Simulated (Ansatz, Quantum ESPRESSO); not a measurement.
# VRu (Pm-3m): electron–phonon coupling with Quantum ESPRESSO, part 4 of 5

Each step names its level of theory.

So far, highest frequency, solved or plainly interpolated (cm⁻¹): step 4 (phonons and couplings with ph.x: Gaussian smearing of 0.2 eV) 271; step 5 (resistivity: Gaussian smearing of 0.2 eV, PBEsol) 275. Also coupling constant λ: step 5 1.91. The relaxed cell has a = 2.971 Å (conventional setting).

## 6. Ground state with pw.x

ph.x needs a tightly converged ground state on the same k mesh; the cell is that of the step before.

This step: DFT PBEsol, scalar-relativistic, plane waves, GBRV ultrasoft pseudopotentials (Quantum ESPRESSO 7.5).

The input, pw.in:

```
&control
   calculation = 'scf'
   prefix = 'x'
   outdir = './tmp'
   pseudo_dir = './pseudo'
   tprnfor = .true.
   tstress = .true.
/
&system
   ibrav = 1
   celldm(1) = 5.61343755
   nat = 2
   ntyp = 2
   ecutwfc = 45.0
   ecutrho = 360.0
   occupations = 'smearing'
   smearing = 'gaussian'
   degauss = 0.01469973
   nbnd = 24
/
&electrons
   conv_thr = 1.0d-11
   mixing_beta = 0.5
/
ATOMIC_SPECIES
 V      50.9415  V.upf
 Ru    101.0700  Ru.upf
ATOMIC_POSITIONS crystal
 V      0.500000000   0.500000000   0.500000000
 Ru     0.000000000   0.000000000   0.000000000
K_POINTS automatic
 10 10 10 0 0 0
```

The mesh is denser.

Launch:

```console
OMP_NUM_THREADS=1 mpirun -n 4 pw.x -nk 4 -in pw.in > pw.x.log
```

What it wrote:

```text
[banner, memory and clock lines left out]
Program PWSCF v.7.5

     G-vector sticks info

     bravais-lattice index     =            1
     lattice parameter (alat)  =       5.6134  a.u.
     unit-cell volume          =     176.8832 (a.u.)^3
     number of atoms/cell      =            2
     number of atomic types    =            2
     number of electrons       =        29.00
     number of Kohn-Sham states=           24
     kinetic-energy cutoff     =      45.0000  Ry
     charge density cutoff     =     360.0000  Ry
     scf convergence threshold =      1.0E-11
     mixing beta               =       0.5000
     number of iterations used =            8  plain     mixing
     Exchange-correlation= SLA  PW   PSX  PSC
                           (   1   4  10   8   0   0   0)

     celldm(1)=   5.613438  celldm(2)=   0.000000  celldm(3)=   0.000000
     celldm(4)=   0.000000  celldm(5)=   0.000000  celldm(6)=   0.000000

     crystal axes: (cart. coord. in units of alat)
               a(1) = (   1.000000   0.000000   0.000000 )
               a(2) = (   0.000000   1.000000   0.000000 )
               a(3) = (   0.000000   0.000000   1.000000 )

     reciprocal axes: (cart. coord. in units 2 pi/alat)
               b(1) = (  1.000000  0.000000  0.000000 )
               b(2) = (  0.000000  1.000000  0.000000 )
               b(3) = (  0.000000  0.000000  1.000000 )

     PseudoPot. # 1 for V  read from file:
     ./pseudo/V.upf
     Pseudo is Ultrasoft + core correction, Zval = 13.0
     Using radial grid of  853 points,  6 beta functions with:
                l(1) =   0
                l(2) =   0
                l(3) =   1
                l(4) =   1
                l(5) =   2
                l(6) =   2
     Q(r) pseudized with  8 coefficients,  rinner =    1.100   1.100   1.100
                                                       1.100   1.100

     PseudoPot. # 2 for Ru read from file:
     ./pseudo/Ru.upf
     Pseudo is Ultrasoft + core correction, Zval = 16.0
     Using radial grid of  967 points,  6 beta functions with:
                l(1) =   0
                l(2) =   0
                l(3) =   1
                l(4) =   1
                l(5) =   2
                l(6) =   2
     Q(r) pseudized with  8 coefficients,  rinner =    1.300   1.300   1.300
                                                       1.300   1.300

     atomic species   valence    mass     pseudopotential
     V                13.00    50.94150     V ( 1.00)
     Ru               16.00   101.07000     Ru( 1.00)

     48 Sym. Ops., with inversion, found

   Cartesian axes

     site n.     atom                  positions (alat units)
         1        V      tau(   1) = (   0.5000000   0.5000000   0.5000000  )
         2        Ru     tau(   2) = (   0.0000000   0.0000000   0.0000000  )

     number of k points=    56  Gaussian smearing, width (Ry)=  0.0147
                       cart. coord. in units 2pi/alat
        k(    1) = (   0.0000000   0.0000000   0.0000000), wk =   0.0020000
        k(    2) = (   0.0000000   0.0000000   0.1000000), wk =   0.0120000
        k(    3) = (   0.0000000   0.0000000   0.2000000), wk =   0.0120000
        k(    4) = (   0.0000000   0.0000000   0.3000000), wk =   0.0120000
        k(    5) = (   0.0000000   0.0000000   0.4000000), wk =   0.0120000
        k(    6) = (   0.0000000   0.0000000  -0.5000000), wk =   0.0060000
        k(    7) = (   0.0000000   0.1000000   0.1000000), wk =   0.0240000
        k(    8) = (   0.0000000   0.1000000   0.2000000), wk =   0.0480000
        k(    9) = (   0.0000000   0.1000000   0.3000000), wk =   0.0480000
        k(   10) = (   0.0000000   0.1000000   0.4000000), wk =   0.0480000
        k(   11) = (   0.0000000   0.1000000  -0.5000000), wk =   0.0240000
        k(   12) = (   0.0000000   0.2000000   0.2000000), wk =   0.0240000
        k(   13) = (   0.0000000   0.2000000   0.3000000), wk =   0.0480000
        k(   14) = (   0.0000000   0.2000000   0.4000000), wk =   0.0480000
        k(   15) = (   0.0000000   0.2000000  -0.5000000), wk =   0.0240000
        k(   16) = (   0.0000000   0.3000000   0.3000000), wk =   0.0240000
[...]
k(   49) = (   0.3000000   0.3000000  -0.5000000), wk =   0.0240000
        k(   50) = (   0.3000000   0.4000000   0.4000000), wk =   0.0480000
        k(   51) = (   0.3000000   0.4000000  -0.5000000), wk =   0.0480000
        k(   52) = (   0.3000000  -0.5000000  -0.5000000), wk =   0.0120000
        k(   53) = (   0.4000000   0.4000000   0.4000000), wk =   0.0160000
        k(   54) = (   0.4000000   0.4000000  -0.5000000), wk =   0.0240000
        k(   55) = (   0.4000000  -0.5000000  -0.5000000), wk =   0.0120000
        k(   56) = (  -0.5000000  -0.5000000  -0.5000000), wk =   0.0020000

     Dense  grid:    20341 G-vectors     FFT dimensions: (  36,  36,  36)

     Smooth grid:     7123 G-vectors     FFT dimensions: (  24,  24,  24)

     Check: negative core charge=   -0.000003

     Initial potential from superposition of free atoms

     starting charge      27.9988, renormalised to      29.0000

     negative rho (up, down):  7.052E-02 0.000E+00
     Starting wfcs are   23 randomized atomic wfcs +    1 random wfcs

     per-process dynamical memory:    33.1 Mb

     Self-consistent Calculation

     iteration #  1     ecut=    45.00 Ry     beta= 0.50
     Davidson diagonalization with overlap
     ethr =  1.00E-02,  avg # of iterations =  4.4

     negative rho (up, down):  7.040E-02 0.000E+00

     total energy              =    -338.96027613 Ry
     estimated scf accuracy    <       1.15880118 Ry

     iteration #  2     ecut=    45.00 Ry     beta= 0.50
     Davidson diagonalization with overlap
     ethr =  4.00E-03,  avg # of iterations =  2.0

     negative rho (up, down):  7.103E-02 0.000E+00

     total energy              =    -339.23938138 Ry
     estimated scf accuracy    <       0.07064779 Ry

     iteration #  3     ecut=    45.00 Ry     beta= 0.50
     Davidson diagonalization with overlap
     ethr =  2.44E-04,  avg # of iterations =  2.3

     negative rho (up, down):  7.098E-02 0.000E+00

     total energy              =    -339.23282360 Ry
     estimated scf accuracy    <       0.42369868 Ry

     iteration #  4     ecut=    45.00 Ry     beta= 0.50
     Davidson diagonalization with overlap
     ethr =  2.44E-04,  avg # of iterations =  1.4

     negative rho (up, down):  7.124E-02 0.000E+00

     total energy              =    -339.26320960 Ry
     estimated scf accuracy    <       0.00100680 Ry

     iteration #  5     ecut=    45.00 Ry     beta= 0.50
[...]
total energy              =    -339.26333833 Ry
     estimated scf accuracy    <          4.4E-09 Ry

     iteration #  9     ecut=    45.00 Ry     beta= 0.50
     Davidson diagonalization with overlap
     ethr =  1.53E-11,  avg # of iterations =  4.0

     negative rho (up, down):  7.119E-02 0.000E+00

     total energy              =    -339.26333834 Ry
     estimated scf accuracy    <          1.3E-09 Ry

     iteration # 10     ecut=    45.00 Ry     beta= 0.50
     Davidson diagonalization with overlap
     ethr =  4.60E-12,  avg # of iterations =  2.0

     negative rho (up, down):  7.119E-02 0.000E+00

     total energy              =    -339.26333834 Ry
     estimated scf accuracy    <          3.0E-10 Ry

     iteration # 11     ecut=    45.00 Ry     beta= 0.50
     Davidson diagonalization with overlap
     ethr =  1.03E-12,  avg # of iterations =  1.0

     negative rho (up, down):  7.119E-02 0.000E+00

     End of self-consistent calculation

          k = 0.0000 0.0000 0.0000 (   895 PWs)   bands (ev):

   -51.7429 -43.0589 -21.6919 -21.6919 -21.6919 -16.9031 -16.9031 -16.9031
    13.3423  15.5870  15.5870  19.3417  19.3417  19.3417  22.1804  22.1804
    23.8529  23.8529  23.8529  30.8979  30.8979  30.8979  39.5412  39.5412

          k = 0.0000 0.0000 0.1000 (   904 PWs)   bands (ev):

   -51.7410 -43.0578 -21.7096 -21.6879 -21.6879 -16.9247 -16.9053 -16.9053
    13.5620  15.6938  15.7530  19.3123  19.3123  19.4206  21.9868  22.2508
    23.4939  23.4939  23.7347  30.1094  31.5052  31.5052  38.7785  39.6826

          k = 0.0000 0.0000 0.2000 (   896 PWs)   bands (ev):

   -51.7362 -43.0551 -21.7559 -21.6776 -21.6776 -16.9809 -16.9109 -16.9109
    14.1801  16.0048  16.2081  19.2456  19.2456  19.6491  21.4524  22.4445
    22.7090  22.7090  23.4044  28.3617  33.0231  33.0231  38.0730  39.4542

          k = 0.0000 0.0000 0.3000 (   896 PWs)   bands (ev):

   -51.7302 -43.0517 -21.8127 -21.6648 -21.6648 -17.0498 -16.9180 -16.9180
    15.0617  16.4840  16.8199  19.1878  19.1878  19.9969  20.7043  21.9086
    21.9086  22.7147  22.9328  26.4436  35.0027  35.0027  37.5665  38.8514

          k = 0.0000 0.0000 0.4000 (   880 PWs)   bands (ev):

   -51.7253 -43.0490 -21.8583 -21.6544 -21.6544 -17.1050 -16.9238 -16.9238
    15.9285  17.0285  17.3664  19.1694  19.1694  19.9480  20.3840  21.3282
    21.3282  22.4471  23.0210  24.8263  37.1105  37.1105  37.2754  38.3110

          k = 0.0000 0.0000-0.5000 (   884 PWs)   bands (ev):

   -51.7234 -43.0479 -21.8756 -21.6504 -21.6504 -17.1260 -16.9260 -16.9260
[...]
k = 0.0000 0.1000 0.1000 (   905 PWs)   bands (ev):

[...]
k = 0.0000 0.1000 0.2000 (   898 PWs)   bands (ev):

[...]
k = 0.0000 0.1000 0.3000 (   901 PWs)   bands (ev):

[...]
k = 0.0000 0.1000 0.4000 (   888 PWs)   bands (ev):

[...]
k = 0.0000 0.1000-0.5000 (   892 PWs)   bands (ev):

[...]
k = 0.0000 0.2000 0.2000 (   897 PWs)   bands (ev):

[...]
k = 0.0000 0.2000 0.3000 (   892 PWs)   bands (ev):

[...]
k = 0.0000 0.2000 0.4000 (   893 PWs)   bands (ev):

[...]
k = 0.0000 0.2000-0.5000 (   896 PWs)   bands (ev):

[...]
k = 0.0000 0.3000 0.3000 (   888 PWs)   bands (ev):

[...]
k = 0.0000 0.3000 0.4000 (   899 PWs)   bands (ev):

[...]
k = 0.0000 0.3000-0.5000 (   896 PWs)   bands (ev):

[...]
k = 0.0000 0.4000 0.4000 (   902 PWs)   bands (ev):

[...]
k = 0.0000 0.4000-0.5000 (   898 PWs)   bands (ev):

[...]
k = 0.0000-0.5000-0.5000 (   888 PWs)   bands (ev):

[...]
k = 0.1000 0.1000 0.1000 (   901 PWs)   bands (ev):

[...]
k = 0.1000 0.1000-0.5000 (   904 PWs)   bands (ev):

[...]
k = 0.1000 0.2000-0.5000 (   902 PWs)   bands (ev):

[...]
k = 0.1000 0.3000-0.5000 (   906 PWs)   bands (ev):

[...]
k = 0.1000 0.4000-0.5000 (   904 PWs)   bands (ev):

[...]
k = 0.1000-0.5000-0.5000 (   892 PWs)   bands (ev):

[...]
k = 0.2000 0.2000 0.4000 (   902 PWs)   bands (ev):

[...]
k = 0.2000 0.2000-0.5000 (   904 PWs)   bands (ev):

[...]
k = 0.2000 0.3000 0.3000 (   904 PWs)   bands (ev):

[...]
k = 0.2000 0.3000 0.4000 (   908 PWs)   bands (ev):

[...]
k = 0.2000 0.3000-0.5000 (   908 PWs)   bands (ev):

[...]
k = 0.2000 0.4000 0.4000 (   904 PWs)   bands (ev):

[...]
k = 0.2000 0.4000-0.5000 (   906 PWs)   bands (ev):

[...]
k = 0.2000-0.5000-0.5000 (   912 PWs)   bands (ev):

[...]
k = 0.3000 0.3000 0.3000 (   922 PWs)   bands (ev):

[...]
k = 0.3000 0.3000 0.4000 (   911 PWs)   bands (ev):

[...]
k = 0.3000 0.3000-0.5000 (   912 PWs)   bands (ev):

[...]
k = 0.3000 0.4000 0.4000 (   915 PWs)   bands (ev):

[...]
k = 0.3000 0.4000-0.5000 (   912 PWs)   bands (ev):

[...]
k = 0.3000-0.5000-0.5000 (   912 PWs)   bands (ev):

[...]
k = 0.4000 0.4000 0.4000 (   910 PWs)   bands (ev):

[...]
k = 0.4000 0.4000-0.5000 (   914 PWs)   bands (ev):

[...]
16.8970  17.1932  17.2266  18.9339  18.9999  19.5417  21.8682  21.9180
    23.0242  23.1285  29.1675  29.3309  31.7253  32.2455  32.5175  32.8233

          k = 0.4000-0.5000-0.5000 (   920 PWs)   bands (ev):

   -51.6914 -43.0119 -21.8471 -21.8471 -21.8206 -17.0870 -17.0870 -17.0753
    16.9753  17.1883  17.1883  18.8115  19.4490  19.4490  21.8115  21.8931
    23.0862  23.1670  30.0283  30.0283  30.8250  31.7263  33.3769  33.3883

          k =-0.5000-0.5000-0.5000 (   912 PWs)   bands (ev):

   -51.6898 -43.0102 -21.8404 -21.8404 -21.8404 -17.0929 -17.0929 -17.0929
    17.1527  17.1527  17.1527  19.2737  19.2737  19.2737  21.8207  21.8207
    23.1737  23.1737  31.1964  31.1964  31.1964  31.9466  32.2407  32.5817

     the Fermi energy is    21.5211 ev

!    total energy              =    -339.26333834 Ry
     estimated scf accuracy    <          5.4E-13 Ry
     smearing contrib. (-TS)   =      -0.00445118 Ry
     internal energy E=F+TS    =    -339.25888716 Ry

     The total energy is F=E-TS. E is the sum of the following terms:
     one-electron contribution =     -76.02181348 Ry
     hartree contribution      =      56.26627628 Ry
     xc contribution           =     -45.25841919 Ry
     ewald contribution        =    -274.24493078 Ry

     convergence has been achieved in  11 iterations

     negative rho (up, down):  7.119E-02 0.000E+00

     Forces acting on atoms (cartesian axes, Ry/au):

     atom    1 type  1   force =     0.00000000    0.00000000    0.00000000
     atom    2 type  2   force =     0.00000000    0.00000000    0.00000000

     Total force =     0.000000     Total SCF correction =     0.000000

     Computing stress (Cartesian axis) and pressure

     negative rho (up, down):  7.119E-02 0.000E+00
          total   stress  (Ry/bohr**3)                   (kbar)     P=       -1.99
  -0.00001351   0.00000000   0.00000000           -1.99        0.00        0.00
   0.00000000  -0.00001351   0.00000000            0.00       -1.99        0.00
   0.00000000   0.00000000  -0.00001351            0.00        0.00       -1.99

     XML data file, charge density, pseudopotentials, collected wavefunctions
```

Run time: 5.3 s. Hardware: 4 MPI ranks of Intel Xeon Platinum 8488C (Sapphire Rapids), shared host; 21 s of CPU time.

Numbers from this step:

- pressure: -0.1990 GPa

With these potentials, mesh and smearing the cell is at -0.20 GPa.

(Part 4 of 5 ends here.)

[Logs are printed without paths, hosts, clocks, repeated set-up lines and the standing remarks that a program may print on its own settings, such as how far it seeks lower states.]

[Hosts, paths, dates, database ids (printed as entryN), source tags and the programs' standing remarks are cut or masked in the printed files.]
